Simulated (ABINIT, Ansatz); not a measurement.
# GeBr2 (Fm-3m): from the cell to the phonon bands, part 3 of 3

How does GeBr2 (Fm-3m) vibrate, and is this structure a minimum?

ABINIT 10.8.3; DFT LDA, scalar-relativistic, plane waves, HGH norm-conserving pseudopotentials.

So far, highest frequency (cm⁻¹): step 7 (interpolated phonon bands) 167. Also lowest frequency on the path (cm⁻¹): step 7 -71.4. The relaxed cell has a = 6.776 Å (conventional setting).

The structure was built from a prototype and need not be the compound's stable phase.

## (8) Sums over the zone

Sums over the zone need many more wavevectors than were solved, so the interpolation is sampled on a dense mesh.

anaddb.abi reads:

```
ddb_filepath "all_DDB"
output_file "anaddb.abo"
outdata_prefix "anaddb"
ifcflag 1
ngqpt 2 2 2
nqshft 1
q1shft 0.0 0.0 0.0
asr 1
chneut 1
dipdip 1
dipquad 0
quadquad 0
prtdos 2
ng2qpt 12 12 12
dosdeltae 4.5563e-06
ntemper 11
temperinc 100.0
tempermin 0.0
```

The run is started by

```sh
> OMP_NUM_THREADS=1 anaddb anaddb.abi > anaddb.log
```

anaddb.abo, the main output file:

```text
-outvars_anaddb: echo values of input variables ----------------------

 Flags :
     ifcflag         1
 Miscellaneous information :
         asr         1
 Interatomic Force Constants Inputs :
      dipdip         1
     dipquad         0
    quadquad         0
      ifcana         0
      ifcout         0
 Description of grid 1 :
        brav         1
       ngqpt         2         2         2
      nqshft         1
      q1shft
                     0.00000000E+00  0.00000000E+00  0.00000000E+00
 Phonon DOS information :
   dosdeltae  4.55630000E-06
    dossmear  4.55633525E-06
 Description of grid 2 (Fourier interp. or BZ sampling):
      ng2qpt        12        12        12
      ngrids         4
      q2shft         0.00000000E+00  0.00000000E+00  0.00000000E+00

================================================================================

 read the DDB information and perform some checks

  ==== Info on the Cryst% object ====
 Real(R)+Recip(G) space primitive vectors, cartesian coordinates (Bohr,Bohr^-1):
 R(1)=  0.0000000  6.4027953  6.4027953  G(1)= -0.0780909  0.0780909  0.0780909
 R(2)=  6.4027953  0.0000000  6.4027953  G(2)=  0.0780909 -0.0780909  0.0780909
 R(3)=  6.4027953  6.4027953  0.0000000  G(3)=  0.0780909  0.0780909 -0.0780909
 Unit cell volume ucvol=  5.2497527E+02 bohr^3
 Angles (23,13,12)=  6.00000000E+01  6.00000000E+01  6.00000000E+01 degrees
 Time-reversal symmetry is present
 Reduced atomic positions [iatom, xred, symbol]:
    1)    0.0000000  0.0000000  0.0000000  Ge
    2)    0.2500000  0.2500000  0.2500000  Br
    3)    0.7500000  0.7500000  0.7500000  Br

 DDB file with 3 blocks has been read.

================================================================================

 Dielectric Tensor and Effective Charges

 anaddb : Zero the imaginary part of the Dynamical Matrix at Gamma,
   and impose the ASR on the effective charges

 The violation of the charge neutrality conditions
 by the effective charges is as follows :
    atom        electric field
 displacement     direction
       1               1       -0.010169        0.000000
       1               2       -0.000000        0.000000
       1               3       -0.000000        0.000000
       2               1       -0.000000        0.000000
       2               2       -0.010169        0.000000
       2               3        0.000000        0.000000
       3               1        0.000000        0.000000
       3               2        0.000000        0.000000
       3               3       -0.010169        0.000000

 Effective charge tensors after
 imposition of the charge neutrality (if requested by user),
 and eventual restriction to some part :
   atom    displacement
         1         1    4.390663E+00    1.430844E-16    1.424859E-16
         1         2    1.430844E-16    4.390663E+00   -1.436829E-16
         1         3   -1.430844E-16   -1.430844E-16    4.390663E+00
         2         1   -2.195332E+00   -7.154219E-17   -7.124295E-17
         2         2   -7.154219E-17   -2.195332E+00    7.184144E-17
         2         3    7.154219E-17    7.154219E-17   -2.195332E+00
         3         1   -2.195332E+00   -7.154219E-17   -7.124295E-17
         3         2   -7.154219E-17   -2.195332E+00    7.184144E-17
         3         3    7.154219E-17    7.154219E-17   -2.195332E+00
 Now, the imaginary part of the dynamical matrix is zeroed

================================================================================

 Calculation of the interatomic forces

       Homogeneous q point set in the B.Z.
 Grid q points  :        8
  1)   0.00000000E+00  0.00000000E+00  0.00000000E+00
  2)   5.00000000E-01  0.00000000E+00  0.00000000E+00
  3)   0.00000000E+00  5.00000000E-01  0.00000000E+00
  4)   5.00000000E-01  5.00000000E-01  0.00000000E+00
  5)   0.00000000E+00  0.00000000E+00  5.00000000E-01
  6)   5.00000000E-01  0.00000000E+00  5.00000000E-01
  7)   0.00000000E+00  5.00000000E-01  5.00000000E-01
  8)   5.00000000E-01  5.00000000E-01  5.00000000E-01

 The interatomic forces have been obtained

================================================================================

 Calculation of phonon density of states

 Average speed of sound partial sums:     0.1144216136E-02 (at units)
-                                   =           2.5032 [km/s]

 Debye frequency from partial sums:     0.5528561025E-03 (Ha)
-                                 =     0.3637618408E+01 (THz)
-Debye temperature from partial sums:     0.1745781495E+03 (K)

 Average speed of sound:     0.7370860136E-04 (at units)
-                      =           0.1613 [km/s]

 Debye frequency from DOS:     0.3561411940E-04 (Ha)
-                        =     0.2343296487E+00 (THz)
-Debye temperature from DOS:     0.1124604944E+02 (K)

-
```

Elapsed: 1.8 s, on 1 thread of Arm Neoverse V2, shared host.

Read from the output:

| Property | Result |
| --- | --- |
| share of modes beyond 3i cm⁻¹ on the dense interpolated mesh | 0.2377 |

The phonon density of states has structure finer than the step of the table below, so its rows give means over 10 cm⁻¹, whole bins alone (the curve runs from -99.4 to 185 cm⁻¹). Peaks (cm⁻¹: height): -60.4: 0.0824, -46.4: 0.0500, 72.6: 0.0750, 104.6: 0.0877, 127.6: 0.141, 139.6: 0.0615.

Tetrahedra. Phonon density of states against wavenumber; means over each step:

```
wavenumber (cm⁻¹)  phonon density of states (1/cm⁻¹/cell)
              -80                                       0
              -70                                  0.0338
              -60                                  0.0680
              -50                                  0.0405
              -40                                  0.0337
              -30                                  0.0234
              -20                                 0.00954
              -10                                 0.00396
                0                                 0.00440
               10                                 0.00666
               20                                  0.0138
               30                                  0.0313
               40                                  0.0397
               50                                  0.0435
               60                                  0.0485
               70                                  0.0605
               80                                  0.0337
               90                                 0.00775
              100                                  0.0565
              110                                  0.0771
              120                                  0.0763
              130                                  0.0912
              140                                  0.0499
              150                                  0.0313
              160                                  0.0134
              170                                  2.5e-4
```

## (9) Zone-centre analysis

anaddb reads the merged derivatives and imposes the acoustic sum rule.

anaddb.abi reads:

```
ddb_filepath "gamma_DDB"
output_file "anaddb.abo"
outdata_prefix "anaddb"
asr 1
chneut 1
enunit 2
eivec 1
nph1l 1
qph1l 0.0 0.0 0.0 1.0
dieflag 1
nph2l 3
qph2l 
    1.0 0.0 0.0 0.0
    0.0 0.0 1.0 0.0
    1.0 1.0 1.0 0.0
```

mrgddb.in reads:

```
gamma_DDB
merged
2
dfpt_gammao_DS2_DDB
gso_DDB
```

The run is started by

```sh
> mrgddb < mrgddb.in > mrgddb.log
> OMP_NUM_THREADS=1 anaddb anaddb.abi > anaddb.log
```

anaddb.abo, the main output file:

```text
[banners, grids, parts of the stress and lines that vanish by symmetry left out]
-outvars_anaddb: echo values of input variables ----------------------

 Flags :
[...]
Dielectric Tensor and Effective Charges
[...]
Effective charge tensors after
[...]
Phonon wavevector (reduced coordinates) :  0.00000  0.00000  0.00000
 Phonon energies in Hartree :
[...]
Phonon energies in meV     :
- -4.562546E+00 -4.562546E+00 -4.562546E+00  0.000000E+00  0.000000E+00
-  0.000000E+00  1.648373E+01  1.648373E+01  1.648373E+01
 Phonon frequencies in cm-1    :
- -3.679941E+01 -3.679941E+01 -3.679941E+01  0.000000E+00  0.000000E+00
-  0.000000E+00  1.329502E+02  1.329502E+02  1.329502E+02
 Phonon frequencies in Thz     :
- -1.103219E+00 -1.103219E+00 -1.103219E+00  0.000000E+00  0.000000E+00
-  0.000000E+00  3.985748E+00  3.985748E+00  3.985748E+00
 Phonon energies in Kelvin  :
- -5.294614E+01 -5.294614E+01 -5.294614E+01  0.000000E+00  0.000000E+00
-  0.000000E+00  1.912857E+02  1.912857E+02  1.912857E+02
[...]
-  1  0.00000000E+00  0.00000000E+00 -2.27921959E-03
-     0.00000000E+00  0.00000000E+00  0.00000000E+00
-  2  0.00000000E+00  0.00000000E+00  1.03558058E-03
-     0.00000000E+00  0.00000000E+00  0.00000000E+00
-  3  0.00000000E+00  0.00000000E+00  1.03558058E-03
-     0.00000000E+00  0.00000000E+00  0.00000000E+00
[...]
-  1  0.00000000E+00  2.27921959E-03  0.00000000E+00
-     0.00000000E+00  0.00000000E+00  0.00000000E+00
-  2  0.00000000E+00 -1.03558058E-03  0.00000000E+00
-     0.00000000E+00  0.00000000E+00  0.00000000E+00
-  3  0.00000000E+00 -1.03558058E-03  0.00000000E+00
-     0.00000000E+00  0.00000000E+00  0.00000000E+00
[...]
-  1  2.27921959E-03  0.00000000E+00  0.00000000E+00
-     0.00000000E+00  0.00000000E+00  0.00000000E+00
-  2 -1.03558058E-03  0.00000000E+00  0.00000000E+00
-     0.00000000E+00  0.00000000E+00  0.00000000E+00
-  3 -1.03558058E-03  0.00000000E+00  0.00000000E+00
-     0.00000000E+00  0.00000000E+00  0.00000000E+00
[...]
-  1  0.00000000E+00  0.00000000E+00 -1.53633150E-03
-     0.00000000E+00  0.00000000E+00  0.00000000E+00
[...]
-     0.00000000E+00  0.00000000E+00  0.00000000E+00
[...]
-     0.00000000E+00  0.00000000E+00  0.00000000E+00
[...]
-     0.00000000E+00  0.00000000E+00  0.00000000E+00
[...]
-     0.00000000E+00  0.00000000E+00  0.00000000E+00
[...]
-  2  0.00000000E+00  1.37173224E-07  1.85276650E-03
-     0.00000000E+00  0.00000000E+00  0.00000000E+00
-  3  0.00000000E+00 -1.37173224E-07 -1.85276650E-03
-     0.00000000E+00  0.00000000E+00  0.00000000E+00
[...]
-  1  0.00000000E+00  0.00000000E+00  0.00000000E+00
-     0.00000000E+00  0.00000000E+00  0.00000000E+00
-  2  0.00000000E+00  1.85276650E-03 -1.37174357E-07
-     0.00000000E+00  0.00000000E+00  0.00000000E+00
-  3  0.00000000E+00 -1.85276650E-03  1.37174357E-07
-     0.00000000E+00  0.00000000E+00  0.00000000E+00
[...]
-  1  0.00000000E+00  0.00000000E+00  0.00000000E+00
-     0.00000000E+00  0.00000000E+00  0.00000000E+00
-  2  1.85276650E-03  0.00000000E+00  0.00000000E+00
-     0.00000000E+00  0.00000000E+00  0.00000000E+00
-  3 -1.85276650E-03  0.00000000E+00  0.00000000E+00
-     0.00000000E+00  0.00000000E+00  0.00000000E+00
[...]
-     1          0.000001    -0.000001    -5.372154     5.372154
-     2          0.000009     5.372154    -0.000001     5.372154
-     3          5.372154    -0.000009     0.000001     5.372154
-     4         -0.000000     0.000000     0.000001     0.000001
-     5         -0.000000    -0.000001     0.000000     0.000001
-     6         -0.000001     0.000000    -0.000000     0.000001
-     7          0.000000     0.000000    -0.000000     0.000000
-     8          0.000000    -0.000000    -0.000000     0.000000
-     9          0.000000     0.000000    -0.000000     0.000000
[...]
-   1     Real    0.0000E+00  0.0000E+00  2.1182E-04  0.0000E+00 -5.7491E-11  5.7173E-11  2.1182E-04
[...]
-   2     Real    0.0000E+00  2.1182E-04  0.0000E+00  3.5013E-10  0.0000E+00 -5.7173E-11  2.1182E-04
[...]
-   3     Real    2.1182E-04  0.0000E+00  0.0000E+00 -3.5013E-10  5.7491E-11  0.0000E+00  2.1182E-04
[...]
-   4     Real    0.0000E+00  0.0000E+00  0.0000E+00  0.0000E+00  0.0000E+00  0.0000E+00  0.0000E+00
[...]
-   5     Real    0.0000E+00  0.0000E+00  0.0000E+00  0.0000E+00  0.0000E+00  0.0000E+00  0.0000E+00
[...]
-   6     Real    0.0000E+00  0.0000E+00  0.0000E+00  0.0000E+00  0.0000E+00  0.0000E+00  0.0000E+00
[...]
-   7     Real    0.0000E+00  0.0000E+00  0.0000E+00  0.0000E+00  0.0000E+00  0.0000E+00  0.0000E+00
[...]
-   8     Real    0.0000E+00  0.0000E+00  0.0000E+00  0.0000E+00  0.0000E+00  0.0000E+00  0.0000E+00
[...]
-   9     Real    0.0000E+00  0.0000E+00  0.0000E+00  0.0000E+00  0.0000E+00  0.0000E+00  0.0000E+00
[...]
could try to raise your convergence parameters (ecut and k-points).
[...]
could try to raise your convergence parameters (ecut and k-points).
[...]
...

 abinit_abort: decision taken to exit. Check above messages for more info
```

Wall time 0.53 s (1 thread).

The program refused the input: “The lowest mode appears to be a "true" negative mode, and not an acoustic mode”.

With an imaginary mode the lattice part of the dielectric tensor has no meaning; dieflag 2 would ask for the electronic part alone. The modes stand as the response run printed them.

## (10) Results

```json
{
  "space group after relaxation": "Fm-3m",
  "volume per atom": "25.9 Å³",
  "highest optical zone-centre mode (no LO-TO term)": "133.0 cm⁻¹",
  "lowest optical zone-centre mode": "-36.8 cm⁻¹",
  "mean high-frequency dielectric constant": "8.32",
  "largest Born charge in size (third of the trace)": "4.39 e",
  "q mesh": "2×2×2",
  "lowest mode on the q mesh (acoustic ones at the zone centre apart)": "-69.4 cm⁻¹",
  "imaginary modes on the q mesh": "yes"
}
```

**Reading.** GeBr2 (Fm-3m) is unstable: a mode solved on the 2×2×2 mesh is imaginary, 69i cm⁻¹; its spectrum reaches 167 cm⁻¹. At the LDA level the optical modes of GeBr2 (Fm-3m) at the zone centre (no LO-TO term) run from 37i to 133 cm⁻¹, so the structure is a saddle point, with 3 modes beyond 10i cm⁻¹ there. The base run prints -2.3 GPa, mostly the error of a finite basis; the relaxation, with a smoothed and higher cutoff, had brought the cell to rest. An error of this size shows a cutoff that is short for these files. The most unstable solved mode lies at q = (0.5, 0.5, 0), on the zone boundary, so the distortion that it points to doubles the cell. These are harmonic frequencies at zero temperature: anharmonic shifts and linewidths and thermal expansion are left out. The HGH files keep few electrons and have no core correction, which is cheap but rough for Ge. The structure is a hypothetical one, built on a prototype.

[Host names and launcher messages were left out of these logs when they were recorded.]

[Logs are printed without paths, hosts, clocks, repeated set-up lines and the standing remarks that a program may print on its own settings, such as how far it seeks lower states.]

[Hosts, paths, dates, database ids (printed as entryN), source tags and the programs' standing remarks are cut or masked in the printed files.]
